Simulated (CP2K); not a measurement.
Water dimer has these distinct O atoms: O1 (bonded to 2 H, takes 1 H bond) and O2 (bonded to 2 H, gives 1 H bond).

```xyz
6

O    -0.4054   -1.0559   -0.0454
O     0.5236    1.6349   -0.0448
H    -1.2760   -1.3051    0.3072
H    -0.2751   -1.6371   -0.8144
H     0.2147    0.7046   -0.0367
H     1.2181    1.6586    0.6341
```

Their partial O K spectra (CP2K XAS_TDP, all-electron GAPW, PBEh(45%), aug-cc-pVTZ, TDA, GW2X-corrected core level, no relativity) are given in random order, each times the number of alike atoms.

Gaussian full width 0.5 eV, oscillator strength per eV, alike atoms added, rows of zeros left out:

| E (eV) | curve 1 | curve 2 |
| --- | --- | --- |
| 533.00 | 0.000 | 0.006 |
| 533.25 | 0.000 | 0.020 |
| 533.50 | 0.003 | 0.017 |
| 533.75 | 0.017 | 0.004 |
| 534.00 | 0.026 | 0.005 |
| 534.25 | 0.010 | 0.015 |
| 534.50 | 0.001 | 0.014 |
| 534.75 | 0.001 | 0.003 |
| 535.00 | 0.010 | 0.001 |
| 535.25 | 0.046 | 0.006 |
| 535.50 | 0.057 | 0.011 |
| 535.75 | 0.017 | 0.012 |
| 536.00 | 0.001 | 0.015 |
| 536.25 | 0.001 | 0.024 |
| 536.50 | 0.005 | 0.033 |
| 536.75 | 0.013 | 0.041 |
| 537.00 | 0.017 | 0.027 |
| 537.25 | 0.021 | 0.010 |
| 537.50 | 0.011 | 0.002 |
| 537.75 | 0.016 | 0.009 |
| 538.00 | 0.029 | 0.026 |
| 538.25 | 0.016 | 0.019 |
| 538.50 | 0.002 | 0.004 |
| 539.00 | 0.003 | 0.001 |
| 539.25 | 0.008 | 0.003 |
| 539.50 | 0.006 | 0.005 |
| 539.75 | 0.002 | 0.006 |
| 540.00 | 0.001 | 0.011 |
| 540.25 | 0.003 | 0.018 |
| 540.50 | 0.010 | 0.022 |
| 540.75 | 0.010 | 0.009 |
| 541.00 | 0.003 | 0.001 |
| 541.25 | 0.001 | 0.000 |
| 541.75 | 0.001 | 0.000 |
| 542.00 | 0.004 | 0.001 |
| 542.25 | 0.005 | 0.008 |
| 542.50 | 0.002 | 0.030 |
| 542.75 | 0.002 | 0.035 |
| 543.00 | 0.010 | 0.012 |
| 543.25 | 0.021 | 0.003 |
| 543.50 | 0.027 | 0.004 |

Q: Which curve belongs to which atom?

Curve 1: O1 (bonded to 2 H, takes 1 H bond), leading line at 533.95 eV (f = 0.014 an atom), ionisation energy 537.93 eV, term value 3.98 eV. Curve 2: O2 (bonded to 2 H, gives 1 H bond), leading line at 533.34 eV (f = 0.012 an atom), ionisation energy 536.08 eV, term value 2.74 eV. The leading line of an atom is its first one with 35 % of the strongest within 2.5 eV of its lowest line over the strength cut. A line lies at the core ionisation energy, which rises as an atom loses charge to its neighbours or to a π system, less the term value, which is large for a low π* or σ* orbital with weight on that atom.

[Banner, clock and machine lines of the logs are left out without a mark of their own.]

[Logs are printed without paths, hosts, clocks, repeated set-up lines and the standing remarks that a program may print on its own settings, such as how far it seeks lower states.]

[Hosts, paths, dates, database ids (printed as entryN), source tags and the programs' standing remarks are cut or masked in the printed files.]
